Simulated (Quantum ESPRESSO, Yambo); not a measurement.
# SnO2 (Cassiterite): G0W0 in Yambo against the bands, part 2 of 2

Wanted: the cheapest bands that holds the gap of SnO2 (Cassiterite).

Yambo 5.3.0; PBE and many-body steps on it, plane waves. Known limits of the many-body steps: not at the basis limit; no spin-orbit coupling; coarse k mesh.

So far. Step 4 (88 bands): Against the run before, the gap moves by −0.238 eV.

## 5. 133 bands

Level of this step: G0W0 on PBE, plane waves, norm-conserving pseudopotentials (Yambo).

gw4.in

```
HF_and_locXC
gw0
dyson
ppa
em1d
rim_cut
RandQpts= 1000000
RandGvec= 1 RL
EXXRLvcs= 84 Ry
VXCRLvcs= 336 Ry
Chimod= "HARTREE"
% BndsRnXp
 1 | 133 |
%
NGsBlkXp= 8.5 Ry
% LongDrXp
 1 | 1 | 1 |
%
% GbndRnge
 1 | 133 |
%
DysSolver= "n"
ExtendOut
PPAPntXp= 27.21138 eV
% QPkrange
 1 | 1 | 33 | 36 |
%
```

Run with:

```bash
OMP_NUM_THREADS=2 mpirun -n 4 yambo -F gw4.in -J gw4 -C gw4 > gw4.log
```

The program printed:

```text
 Yambo, version 5.3.0

 [02] CORE Variables Setup
 =========================

  [... cell, symmetries and grids as in the set-up ...]

  [02.05] Energies & Occupations
  ==============================

  [X] === General ===
  [X] Electronic Temperature                        :  0.000000  0.000000 [eV K]
  [X] Bosonic    Temperature                        :  0.000000  0.000000 [eV K]
  [X] Finite Temperature mode                       : no
  [X] El. density                                   :  0.95062E+24 [cm-3]
[...]
Sx RL components                                 :   6281

   QP @ state[ 1 ] K range                          :  1  1
   QP @ state[ 1 ] b range                          :   33   36
   GF energies kind                                 : Perdew, Burke & Ernzerhof(X)+Perdew, Burke & Ernzerhof(C)
   GF WF`s kind                                     : Perdew, Burke & Ernzerhof(X)+Perdew, Burke & Ernzerhof(C)
   Xs energies kind                                 : Perdew, Burke & Ernzerhof(X)+Perdew, Burke & Ernzerhof(C)
   Xs WF`s kind                                     : Perdew, Burke & Ernzerhof(X)+Perdew, Burke & Ernzerhof(C)

 [11] Game Over & Game summary
```

Run time: 3 min. Hardware: 4 MPI ranks of Arm Neoverse V2, shared host; peak memory 4 GiB.

Numbers from this step:

```
G0W0 gap on the points computed              : 2.696 eV
starting gap on the mesh                     : 1.289 eV
k of the valence top                         : 0, 0, 0
k of the conduction bottom                   : 0, 0, 0
least direct G0W0 gap on the computed points : 2.696 eV
```

Against the run before, the gap moves by −0.084 eV.

## 6. 186 bands

gw5.in

```
HF_and_locXC
gw0
dyson
ppa
em1d
rim_cut
RandQpts= 1000000
RandGvec= 1 RL
EXXRLvcs= 84 Ry
VXCRLvcs= 336 Ry
Chimod= "HARTREE"
% BndsRnXp
 1 | 186 |
%
NGsBlkXp= 8.5 Ry
% LongDrXp
 1 | 1 | 1 |
%
% GbndRnge
 1 | 186 |
%
DysSolver= "n"
ExtendOut
PPAPntXp= 27.21138 eV
% QPkrange
 1 | 1 | 33 | 36 |
%
```

Run with:

```bash
OMP_NUM_THREADS=2 mpirun -n 4 yambo -F gw5.in -J gw5 -C gw5 > gw5.log
```

The program printed:

```text
 Yambo, version 5.3.0

 [02] CORE Variables Setup
 =========================

  [... cell, symmetries and grids as in the set-up ...]

  [02.05] Energies & Occupations
  ==============================

  [X] === General ===
  [X] Electronic Temperature                        :  0.000000  0.000000 [eV K]
  [X] Bosonic    Temperature                        :  0.000000  0.000000 [eV K]
  [X] Finite Temperature mode                       : no
  [X] El. density                                   :  0.95062E+24 [cm-3]
[...]
Sx RL components                                 :   6281

   QP @ state[ 1 ] K range                          :  1  1
   QP @ state[ 1 ] b range                          :   33   36
   GF energies kind                                 : Perdew, Burke & Ernzerhof(X)+Perdew, Burke & Ernzerhof(C)
   GF WF`s kind                                     : Perdew, Burke & Ernzerhof(X)+Perdew, Burke & Ernzerhof(C)
   Xs energies kind                                 : Perdew, Burke & Ernzerhof(X)+Perdew, Burke & Ernzerhof(C)
   Xs WF`s kind                                     : Perdew, Burke & Ernzerhof(X)+Perdew, Burke & Ernzerhof(C)

 [11] Game Over & Game summary
```

Wall time 4.4 min (4 MPI ranks); peak memory 4 GiB; 30 min of CPU time.

Numbers from this step:

| Property | Result |
| --- | --- |
| G0W0 gap on the points computed | 2.666 eV |
| starting gap on the mesh | 1.289 eV |
| k of the valence top | 0, 0, 0 |
| k of the conduction bottom | 0, 0, 0 |
| least direct G0W0 gap on the computed points | 2.666 eV |

Against the run before, the gap moves by −0.030 eV.

## 7. 247 bands

gw6.in

```
HF_and_locXC
gw0
dyson
ppa
em1d
rim_cut
RandQpts= 1000000
RandGvec= 1 RL
EXXRLvcs= 84 Ry
VXCRLvcs= 336 Ry
Chimod= "HARTREE"
% BndsRnXp
 1 | 247 |
%
NGsBlkXp= 8.5 Ry
% LongDrXp
 1 | 1 | 1 |
%
% GbndRnge
 1 | 247 |
%
DysSolver= "n"
ExtendOut
PPAPntXp= 27.21138 eV
% QPkrange
 1 | 1 | 33 | 36 |
%
```

Run with:

```bash
OMP_NUM_THREADS=2 mpirun -n 4 yambo -F gw6.in -J gw6 -C gw6 > gw6.log
```

The program printed:

```text
 Yambo, version 5.3.0

 [02] CORE Variables Setup
 =========================

  [... cell, symmetries and grids as in the set-up ...]

  [02.05] Energies & Occupations
  ==============================

  [X] === General ===
  [X] Electronic Temperature                        :  0.000000  0.000000 [eV K]
  [X] Bosonic    Temperature                        :  0.000000  0.000000 [eV K]
  [X] Finite Temperature mode                       : no
  [X] El. density                                   :  0.95062E+24 [cm-3]
[...]
Sx RL components                                 :   6281

   QP @ state[ 1 ] K range                          :  1  1
   QP @ state[ 1 ] b range                          :   33   36
   GF energies kind                                 : Perdew, Burke & Ernzerhof(X)+Perdew, Burke & Ernzerhof(C)
   GF WF`s kind                                     : Perdew, Burke & Ernzerhof(X)+Perdew, Burke & Ernzerhof(C)
   Xs energies kind                                 : Perdew, Burke & Ernzerhof(X)+Perdew, Burke & Ernzerhof(C)
   Xs WF`s kind                                     : Perdew, Burke & Ernzerhof(X)+Perdew, Burke & Ernzerhof(C)

 [11] Game Over & Game summary
```

The job ended after 6.2 min (4 MPI ranks; peak memory 4.1 GiB; 42 min of CPU time).

Numbers from this step:

```yaml
g0w0_gap_on_the_points_computed: 2.659 eV
starting_gap_on_the_mesh: 1.289 eV
k_of_the_valence_top: 0, 0, 0
k_of_the_conduction_bottom: 0, 0, 0
least_direct_g0w0_gap_on_the_computed_points: 2.659 eV
```

Against the run before, the gap moves by −0.007 eV.

## 8. Side by side

Times are wall times on 4 MPI ranks of Arm Neoverse V2, shared host, good to a factor of about two.

| run | mesh | bands | screening cutoff (eV) | DFT gap (eV) | gap on the mesh (eV) | direct (eV) | time |
| --- | --- | --- | --- | --- | --- | --- | --- |
| 46 bands | 4×4×4 | 46 | 115.6 | 1.289 | 3.322 | 3.322 | 30 s |
| 60 bands | 4×4×4 | 60 | 115.6 | 1.289 | 3.018 | 3.018 | 55 s |
| 88 bands | 4×4×4 | 88 | 115.6 | 1.289 | 2.780 | 2.780 | 1.7 min |
| 133 bands | 4×4×4 | 133 | 115.6 | 1.289 | 2.696 | 2.696 | 3 min |
| 186 bands | 4×4×4 | 186 | 115.6 | 1.289 | 2.666 | 2.666 | 4.4 min |
| 247 bands | 4×4×4 | 247 | 115.6 | 1.289 | 2.659 | 2.659 | 6.2 min |

## 9. What came out

```
46 bands     : 3.322 eV
60 bands     : 3.018 eV
88 bands     : 2.780 eV
133 bands    : 2.696 eV
186 bands    : 2.666 eV
247 bands    : 2.659 eV
known limits : not at the basis limit; no spin-orbit coupling; coarse k mesh
```

**Reading.** The setting moved: bands. From 46 bands to 247 bands the gap moves by −0.66 eV, for 12 times the time. It holds to 0.03 eV from 186 bands on. Bands and screening cutoff are coupled, so a series along one setting does not show full convergence. Bands and cutoff are finite, so the gap is not at the basis limit. The miss can reach some tenths of an eV and take either sign; the mesh is an error of its own. In the G0W0 runs levels were corrected at 1 k point alone, so a gap called «on the mesh» is the least over those, and an edge elsewhere would be missed. The 4×4×4 mesh is coarse for this cell, which bears on the long-range parts of exchange and screening. The many-body steps are scalar-relativistic: spin-orbit coupling is not in them.

[Paths, hosts, dates, memory and timing lines, banners, echoed tables and standing remarks are left out of the program output.]

[Logs are printed without paths, hosts, clocks, repeated set-up lines and the standing remarks that a program may print on its own settings, such as how far it seeks lower states.]

[Runs of the session that timed out or met a known fault of the program may be left out.]

[Hosts, paths, dates, database ids (printed as entryN), source tags and the programs' standing remarks are cut or masked in the printed files.]
